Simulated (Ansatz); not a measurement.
# Lattice dynamics of (NaCl)1(CaS)3 [001] superlattice, started as rocksalt type

Aim: the phonons of (NaCl)1(CaS)3 [001] superlattice, started as rocksalt type at a cell relaxed beforehand at this level.

Program: Ansatz 0.2.0. Level of theory: DFT LDA, scalar-relativistic, plane waves, PAW. Results are calculated unless marked as measured.

The structure was built from a prototype and need not be the compound's stable phase.

**1. Starting point**

It takes space group P4/mmm (No. 123, tetragonal). Conventional cell: a = 3.919 Å, b = 3.919 Å, c = 11.113 Å, α = 90.00°, β = 90.00°, γ = 90.00°. Ca has 5 S at 2.76 to 2.77 Å and 1 Cl at 2.80 Å nearest. Ca has 6 S at 2.77 to 2.79 Å nearest. Nearest to Cl lie 4 Na at 2.77 Å and 2 Ca at 2.80 Å. Na has 2 S at 2.76 Å and 4 Cl at 2.77 Å nearest. Nearest to S lie 1 Na at 2.76 Å and 5 Ca at 2.77 to 2.79 Å. Nearest to S lie 6 Ca at 2.76 to 2.77 Å. Farther neighbours and most contacts between anions are not listed.

**2. Modes at Γ**

The cell comes from relaxations at this level that are not shown. The zone centre is the only wavevector solved here; it holds the modes that light can see, as far as symmetry allows. The response to a homogeneous field gives the Born charges and the dielectric tensor, and its change with displacement the Raman tensors.

File input.yaml:

```yaml
crystal:
  lattice:
    - [2.7714211837, 2.7714211837, 0.0]
    - [-2.7714211837, 2.7714211837, 0.0]
    - [0.0, 0.0, 11.1126320627]
  atoms:
    - { symbol: Ca, position: [0.5, 0.5, 0.2515883554] }
    - { symbol: Ca, position: [0.0, 0.0, 0.5] }
    - { symbol: Ca, position: [0.5, 0.5, 0.7484116446] }
    - { symbol: Cl, position: [0.5, 0.5, 0.0] }
    - { symbol: Na, position: [0.0, 0.0, 0.0] }
    - { symbol: S, position: [0.0, 0.0, 0.2487923052] }
    - { symbol: S, position: [0.5, 0.5, 0.5] }
    - { symbol: S, position: [0.0, 0.0, 0.7512076948] }
kpoints:
  mp_grid: { grid: [8, 8, 2] }
hamiltonian:
  xc: lda
scf:
  occupations: { method: fixed }
output:
  eigenvalues: true
phonons:
  method: dfpt
  dielectric: true
  rigid_motions: translations
  raman: true
```

Launch:

```console
ansatz run input.yaml --threads 8 --pin off --max-ram 14336MiB --backend cpu --events-out ev --progress --plain --runs-dir out
```

Numbers of over 12 decimals in the logs are rounded to 6 here.

What it wrote:

```text
Engine: ansatz 0.2.0, aarch64-unknown-linux-gnu
Pseudopotentials: kind: paw
Pseudopotential: Ca, paw, valence charge 10, recommended cutoff 420 eV (normal), Ca.paw.azcp
Pseudopotential: Cl, paw, valence charge 7, recommended cutoff 420 eV (normal), Cl.paw.azcp
Pseudopotential: Na, paw, valence charge 9, recommended cutoff 420 eV (normal), Na.paw.azcp
Pseudopotential: S, paw, valence charge 6, recommended cutoff 420 eV (normal), S.paw.azcp
Functional definition: SPW92
  exchange = slater_x
  correlation = pw_c
Crystal: 8 atoms, lattice volume = 170.707 Å³
Basis set: ecut = 420 eV, 3341 PW (Γ), exchange–correlation on 54×54×150 points (8 copies of the dense FFT grid, shifted against one another)
Bands: 40, of which v1, the nominal top of the filled ones, is band 32 counted from 1 (31 counted from 0)
Symmetry: 16 space group operations
k-points: 42 of 128 (irreducible under 2 space group operations, time reversal used)
Non-local potential: Ca, projectors of the file, l = 0: 3, l = 1: 2, l = 2: 2
Non-local potential: Cl, projectors of the file, l = 0: 2, l = 1: 2, l = 2: 2
Non-local potential: Na, projectors of the file, l = 0: 3, l = 1: 2, l = 2: 1
Non-local potential: S, projectors of the file, l = 0: 2, l = 1: 2, l = 2: 2
PAW form: soft (Blöchl's): semilocal exchange-correlation on the pseudo side does not see the compensation charge
PAW frozen core: Ca, regenerated for the run's functional, and the local potential with it (the file was generated under x = pbe(κ = 0.804, μ = 0.219515), c = pbe(β = 0.066725))
PAW frozen core: Cl, regenerated for the run's functional, and the local potential with it (the file was generated under x = pbe(κ = 0.804, μ = 0.219515), c = pbe(β = 0.066725))
PAW frozen core: Na, regenerated for the run's functional, and the local potential with it (the file was generated under x = pbe(κ = 0.804, μ = 0.219515), c = pbe(β = 0.066725))
PAW frozen core: S, regenerated for the run's functional, and the local potential with it (the file was generated under x = pbe(κ = 0.804, μ = 0.219515), c = pbe(β = 0.066725))
PAW one-centre angular grid: Ca, 110 points (default); XC on 64 Gauss nodes
PAW one-centre angular grid: Cl, 110 points (default); XC on 64 Gauss nodes
PAW one-centre angular grid: Na, 110 points (default); XC on 64 Gauss nodes
PAW one-centre angular grid: S, 110 points (default); XC on 64 Gauss nodes
Initial density: superposition of atomic densities (neutral atoms: chi_scale 0, normalization atom), corrected by the library's trained network
Initial wavefunctions: pseudopotential atomic-orbital guess
Functional: x = slater, c = lda
SCF iter   1: F=—  HF=-10454.260063 eV  |F-HF|=—  |Δ(HF+E_count)|=         —  Δρ=6.58e-3  dr2=6.94e-2  ethr=1.77e-3  ⟨swp⟩=5.3  Hψ=6736  notcnv=0  defer=232
preconditioner: auto → Resta (q_TF=auto, 2.317 Å⁻¹)  ε∞=4.0  [insulator: Δε(μ)=2.135 eV  Ē_g=9.360 eV  n_scr=32 (ndim 8)  ℏωp=16.1 eV  f_vac=0.000  ε∞_Penn≈4.0]
SCF iter   2: F=—  HF=-10454.240015 eV  |F-HF|=—  |Δ(HF+E_count)|=   2.00e-2  Δρ=3.27e-3  dr2=1.55e-2  ethr=1.08e-4  ⟨swp⟩=2.2  Hψ=3272  notcnv=0  defer=252
SCF iter   3: F=—  HF=-10454.235915 eV  |F-HF|=—  |Δ(HF+E_count)|=   4.10e-3  Δρ=6.68e-4  dr2=5.33e-4  ethr=2.41e-5  ⟨swp⟩=2.0  Hψ=2137  notcnv=0  defer=252
SCF iter   4: F=—  HF=-10454.235875 eV  |F-HF|=—  |Δ(HF+E_count)|=   4.07e-5  Δρ=1.10e-4  dr2=1.98e-5  ethr=8.33e-7  ⟨swp⟩=2.1  Hψ=1937  notcnv=0  defer=248
SCF iter   5: F=—  HF=-10454.235882 eV  |F-HF|=—  |Δ(HF+E_count)|=   7.05e-6  Δρ=3.70e-5  dr2=1.52e-6  ethr=3.09e-8  ⟨swp⟩=2.0  Hψ=2891  notcnv=0  defer=212
SCF iter   6: F=—  HF=-10454.235878 eV  |F-HF|=—  |Δ(HF+E_count)|=   3.97e-6  Δρ=6.25e-6  dr2=7.67e-8  ethr=2.38e-9  ⟨swp⟩=2.0  Hψ=2094  notcnv=0  defer=200
SCF iter   7: F=—  HF=-10454.235878 eV  |F-HF|=—  |Δ(HF+E_count)|=   3.89e-8  Δρ=1.51e-6  dr2=5.34e-9  ethr=1.20e-10  ⟨swp⟩=2.0  Hψ=2059  notcnv=0  defer=201
SCF iter   8: F=—  HF=-10454.235878 eV  |F-HF|=—  |Δ(HF+E_count)|=  7.64e-11  Δρ=4.08e-7  dr2=4.30e-10  ethr=8.34e-12  ⟨swp⟩=2.0  Hψ=2747  notcnv=0  defer=201
SCF iter   9: F=-10454.235878 eV  HF=-10454.235878 eV  |F-HF|=7.28e-12  |Δ(HF+E_count)|=  7.28e-12  Δρ=7.32e-8  dr2=1.33e-11  ethr=1.00e-12  ⟨swp⟩=19.5  Hψ=13091  notcnv=0
SCF 1 converged in 9 iterations: F = -10454.235878 eV  dr2 = 1.33e-11
  greatest PAW one-centre occupation: 0.999 electrons in one spin orbital (limit 2), on the Na atom at site 4 (counted from 0), in its partial waves of l = 0
DFPT response loops at Γ: preconditioner auto → Resta (q_TF=auto, 2.317 Å⁻¹)  ε∞=5.2 (no band partly filled); β = 1.00, the filter's whole step (`scf.mixing.beta` (0.50) is not read by the response loops at its default; to damp them type it under 1.00, their step now; it binds the ground state too); Broyden in place of MSR1
── the response to a field inside a basis, on 10×10×6 k-points: an SCF that follows is theirs, and a resumed run solves both again ──
Bands: 33, of which v1, the nominal top of the filled ones, is band 32 counted from 1 (31 counted from 0)
k-points: 45
Initial density: handed on by an earlier stage of this run
Initial wavefunctions: pseudopotential atomic-orbital guess (no wavefunctions were taken with the density)
Eigensolver: Dense (45 Hₖ)
SCF iter   1: F=—  HF=-10454.154611 eV  |F-HF|=—  |Δ(HF+E_count)|=         —  Δρ=3.15e-4  dr2=3.94e-5  ethr=1.00e-1
preconditioner: auto → Resta (q_TF=auto, 2.317 Å⁻¹)  ε∞=3.2  [insulator: Δε(μ)=2.378 eV  Ē_g=13.491 eV  n_scr=32 (ndim 8)  ℏωp=20.1 eV  f_vac=0.000  ε∞_Penn≈3.2]
SCF iter   2: F=—  HF=-10454.154621 eV  |F-HF|=—  |Δ(HF+E_count)|=   1.07e-5  Δρ=1.66e-4  dr2=1.18e-5  ethr=6.15e-8
SCF iter   3: F=—  HF=-10454.154626 eV  |F-HF|=—  |Δ(HF+E_count)|=   4.71e-6  Δρ=1.06e-5  dr2=1.50e-7  ethr=1.85e-8
SCF iter   4: F=—  HF=-10454.154626 eV  |F-HF|=—  |Δ(HF+E_count)|=   1.49e-8  Δρ=3.13e-6  dr2=1.16e-8  ethr=2.35e-10
SCF iter   5: F=—  HF=-10454.154626 eV  |F-HF|=—  |Δ(HF+E_count)|=   2.33e-9  Δρ=5.81e-7  dr2=8.53e-10  ethr=1.82e-11
SCF iter   6: F=-10454.154626 eV  HF=-10454.154626 eV  |F-HF|=9.09e-12  |Δ(HF+E_count)|=  7.64e-11  Δρ=1.25e-7  dr2=3.39e-11  ethr=1.33e-12
SCF 1 converged in 6 iterations: F = -10454.154626 eV  dr2 = 3.39e-11
DFPT response loops at Γ: preconditioner auto → Resta (q_TF=auto, 2.317 Å⁻¹)  ε∞=5.0 (no band partly filled); β = 1.00, the filter's whole step (`scf.mixing.beta` (0.50) is not read by the response loops at its default; to damp them type it under 1.00, their step now; it binds the ground state too); Broyden in place of MSR1
DFPT response loops at Γ: mixed as the last ones told, above
[...]
0.000000     4.766843     0.000000
        0.000000     0.000000     4.295472
  ε⁰ (static dielectric tensor: ions relaxed, cell fixed):
       10.132019    -0.000000     0.000000
       -0.000000    10.132019    -0.000000
        0.000000    -0.000000     9.108697
  ε⁰ − ε∞ (ionic part):
        5.365176    -0.000000     0.000000
       -0.000000     5.365176    -0.000000
        0.000000    -0.000000     4.813225
  softest optical mode at Γ: 79.06 cm⁻¹; the repairs (sum rule, projections) moved no ω² at Γ by more than (2.14 cm⁻¹)²
  Born effective charges Z* (e; rows j = field, columns β = displacement):
    site 0:
         2.43202   -0.00000   -0.00000
        -0.00000    2.43202    0.00000
        -0.00000   -0.00000    2.16842
    site 1:
         2.34163    0.00000    0.00000
        -0.00000    2.34163    0.00000
         0.00000    0.00000    1.85108
    site 2:
         2.43202    0.00000    0.00000
        -0.00000    2.43202   -0.00000
         0.00000    0.00000    2.16842
    site 3:
        -1.04671   -0.00000    0.00000
         0.00000   -1.04671    0.00000
         0.00000    0.00000   -2.03537
    site 4:
         1.03480   -0.00000    0.00000
        -0.00000    1.03480    0.00000
         0.00000    0.00000    1.37314
    site 5:
        -2.44387   -0.00000   -0.00000
         0.00000   -2.44387    0.00000
         0.00000   -0.00000   -1.81167
    site 6:
        -2.30601    0.00000    0.00000
         0.00000   -2.30601    0.00000
         0.00000    0.00000   -1.90234
    site 7:
        -2.44387    0.00000    0.00000
         0.00000   -2.44387    0.00000
         0.00000    0.00000   -1.81167
  Z* charge neutrality: 1.436e-2 e pre-enforcement
  solved inside a basis spanned on kpoints, on 10×10×6 k-points transformed towards the longest dipole: ε∞ is read to err by 1.9e-2, Z* by 2.0e-2 e (field_mesh: kpoints solves on kpoints); Z* is corrected for what the basis lacks
  Raman tensors (in the event stream and the table raman_tensors.tsv): an entry may err by 6.2e-2 Å², one of the second-order susceptibility by 6.0e-19 pm/V (basis, points and sum rule); their sum over the sites missed zero by 1.110e-16 Å² ahead of its enforcement
  optical modes at Γ without the LO–TO term, one row a degenerate level:
      ω (cm⁻¹)  modes    IR ((D/Å)²/amu)  static Raman (Å⁴/amu)  depolarisation
         79.06      2             0.0083                 0.0000               —
         81.08      2             0.0000                 0.0048           0.750
        114.31      2             0.0005                 0.0000               —
        171.34      1             0.1124                 0.0000               —
        177.66      1             0.0000                 6.6504           0.006
        179.06      2             4.7388                 0.0000               —
        180.50      1             1.0022                 0.0000               —
        215.20      1            13.2683                 0.0000               —
        247.33      2            40.5196                 0.0000               —
        248.84      2             0.0000                 0.1455           0.750
        252.24      1             0.6924                 0.0000               —
        255.46      2             3.0849                 0.0000               —
        270.42      1             0.0000                 5.0580           0.084
        281.74      1             4.2268                 0.0000               —
  optical modes at Γ + LO–TO along q̂ = [1.0000, 0.0000, 0.0000]:
      ω (cm⁻¹)  modes    IR ((D/Å)²/amu)  static Raman (Å⁴/amu)  depolarisation
         79.06      1             0.0042                 0.0000               —
         79.09      1             0.0008                 0.0000               —
         81.08      2             0.0000                 0.0048           0.750
        114.31      1             0.0003                 0.0000               —
        114.31      1             0.0000                 0.0000               —
        171.34      1             0.1124                 0.0000               —
        177.66      1             0.0000                 6.6504           0.006
        179.06      1             2.3694                 0.0000               —
        180.50      1             1.0022                 0.0000               —
        184.59      1             0.2366                 0.0000               —
        215.20      1            13.2683                 0.0000               —
        247.33      1            20.2598                 0.0000               —
        248.84      2             0.0000                 0.1455           0.750
        252.24      1             0.6924                 0.0000               —
        254.86      1             0.0081                 0.0000               —
        255.46      1             1.5424                 0.0000               —
        270.42      1             0.0000                 5.0580           0.084
        281.74      1             4.2268                 0.0000               —
        350.47      1            23.9306                 0.0000               —
  optical modes at Γ + LO–TO along q̂ = [0.0000, 1.0000, 0.0000]:
      ω (cm⁻¹)  modes    IR ((D/Å)²/amu)  static Raman (Å⁴/amu)  depolarisation
         79.06      1             0.0042                 0.0000               —
         79.09      1             0.0008                 0.0000               —
         81.08      2             0.0000                 0.0048           0.750
        114.31      1             0.0003                 0.0000               —
        114.31      1             0.0000                 0.0000               —
        171.34      1             0.1124                 0.0000               —
        177.66      1             0.0000                 6.6504           0.006
        179.06      1             2.3694                 0.0000               —
        180.50      1             1.0022                 0.0000               —
        184.59      1             0.2366                 0.0000               —
        215.20      1            13.2683                 0.0000               —
        247.33      1            20.2598                 0.0000               —
        248.84      2             0.0000                 0.1455           0.750
        252.24      1             0.6924                 0.0000               —
        254.86      1             0.0081                 0.0000               —
        255.46      1             1.5424                 0.0000               —
        270.42      1             0.0000                 5.0580           0.084
        281.74      1             4.2268                 0.0000               —
        350.47      1            23.9306                 0.0000               —
  optical modes at Γ + LO–TO along q̂ = [0.0000, 0.0000, 1.0000]:
      ω (cm⁻¹)  modes    IR ((D/Å)²/amu)  static Raman (Å⁴/amu)  depolarisation
         79.06      2             0.0083                 0.0000               —
         81.08      2             0.0000                 0.0048           0.750
        114.31      2             0.0005                 0.0000               —
        171.55      1             0.0055                 0.0000               —
        177.66      1             0.0000                 6.6504           0.006
        179.06      2             4.7388                 0.0000               —
        182.41      1             0.0543                 0.0000               —
        247.33      2            40.5196                 0.0000               —
        248.04      1             0.5164                 0.0000               —
        248.84      2             0.0000                 0.1455           0.750
        255.46      2             3.0849                 0.0000               —
        262.53      1             1.3119                 0.0000               —
        270.42      1             0.0000                 5.0580           0.084
        338.00      1            17.4141                 0.0000               —
[key lines of the parts left out:]
SCF converged after 9 iterations
Free energy (F): -10454.235878 eV
Fermi energy:    5.734669 eV
```

Elapsed: 4.6 min, on 8 threads of Arm Neoverse V2, shared host; peak memory 3.1 GiB; 34 min of CPU time.

This step gave:

```yaml
gap_on_the_k_mesh: 2.218 eV
volume_per_atom: 21.34 Å³
sum_rule_residual_before_enforcement: 6.47e-5 eV/Å²
miss_of_the_charge_sum_rule: 0.01436 e
estimated_error_of_the_dielectric_tensor: 0.01900
estimated_error_of_the_born_charges: 0.01985 e
point_group: 4/mmm
highest_optical_mode_at_the_zone_centre_no_lo_to_term: 281.7 cm⁻¹
lowest_optical_zone_centre_mode: 79.06 cm⁻¹
mean_high_frequency_dielectric_constant: 4.610
largest_born_charge_third_of_the_trace: 2.344 e
mean_static_dielectric_constant: 9.791
top_of_the_zone_centre_spectrum_with_the_field: 350.5 cm⁻¹
```

Without the LO-TO term. Patterns of degenerate modes are one choice out of their space. Modes at Γ, with each element's share of the kinetic energy:

```
mode  frequency (cm⁻¹)  symmetry  Ca %  Cl %  Na %  S %
   1               0.0  acoustic    44    13     8   35
   2               0.0  acoustic    44    13     8   35
   3               0.0  acoustic    44    13     8   35
   4              79.1        Eu    16    42    31   11
   5              79.1        Eu    16    42    31   11
   6              81.1        Eg    58     0     0   42
   7              81.1        Eg    58     0     0   42
   8             114.3        Eu    56     3     3   39
   9             114.3        Eu    56     3     3   39
  10             171.3       A2u    43    23    15   19
  11             177.7       A1g    58     0     0   42
  12             179.1        Eu     0    42    58    0
  13             179.1        Eu     0    42    58    0
  14             180.5       A2u    24    30    34   12
  15             215.2       A2u    29    20    33   18
  16             247.3        Eu    43     0     0   57
  17             247.3        Eu    43     0     0   57
  18             248.8        Eg    42     0     0   58
  19             248.8        Eg    42     0     0   58
  20             252.2       A2u    35    10     5   50
  21             255.5        Eu    42     0     0   58
  22             255.5        Eu    42     0     0   58
  23             270.4       A1g    42     0     0   58
  24             281.7       A2u    25     4     5   66
```

Displacements in mode 5 (79.1 cm⁻¹), the largest set to 1:
```
Ca1 -0.16  0.01  0.00
Ca2 -0.49  0.03  0.00
Ca3 -0.16  0.01  0.00
Cl4  0.94 -0.06  0.00
Na5  1.00 -0.06  0.00
S6  -0.14  0.01  0.00
S7  -0.47  0.03  0.00
S8  -0.14  0.01  0.00
```

Displacements in mode 15 (215.2 cm⁻¹), the largest set to 1:
```
Ca1  0.00  0.00  0.49
Ca2  0.00  0.00 -0.17
Ca3  0.00  0.00  0.49
Cl4  0.00  0.00 -0.63
Na5  0.00  0.00  1.00
S6   0.00  0.00 -0.42
S7   0.00  0.00 -0.19
S8   0.00  0.00 -0.42
```

Optical modes at the zone centre, without and with the macroscopic field of the longitudinal modes; each column is sorted by frequency, so a row need not hold one and the same mode. Modes with and without the field, by row:

```
rank among optical modes  no field (cm⁻¹)  q along (1, 0, 0) (cm⁻¹)  q along (0, 0, 1) (cm⁻¹)
                       1             79.1                      79.1                      79.1
                       2             79.1                      79.1                      79.1
                       3             81.1                      81.1                      81.1
                       4             81.1                      81.1                      81.1
                       5            114.3                     114.3                     114.3
                       6            114.3                     114.3                     114.3
                       7            171.3                     171.3                     171.6
                       8            177.7                     177.7                     177.7
                       9            179.1                     179.1                     179.1
                      10            179.1                     180.5                     179.1
                      11            180.5                     184.6                     182.4
                      12            215.2                     215.2                     247.3
                      13            247.3                     247.3                     247.3
                      14            247.3                     248.8                       248
                      15            248.8                     248.8                     248.8
                      16            248.8                     252.2                     248.8
                      17            252.2                     254.9                     255.5
                      18            255.5                     255.5                     255.5
                      19            255.5                     270.4                     262.5
                      20            270.4                     281.7                     270.4
                      21            281.7                     350.5                       338
```

(Part 1 of 2 ends here.)

[Logs are printed without paths, hosts, clocks, repeated set-up lines and the standing remarks that a program may print on its own settings, such as how far it seeks lower states.]

[Hosts, paths, dates, database ids (printed as entryN), source tags and the programs' standing remarks are cut or masked in the printed files.]
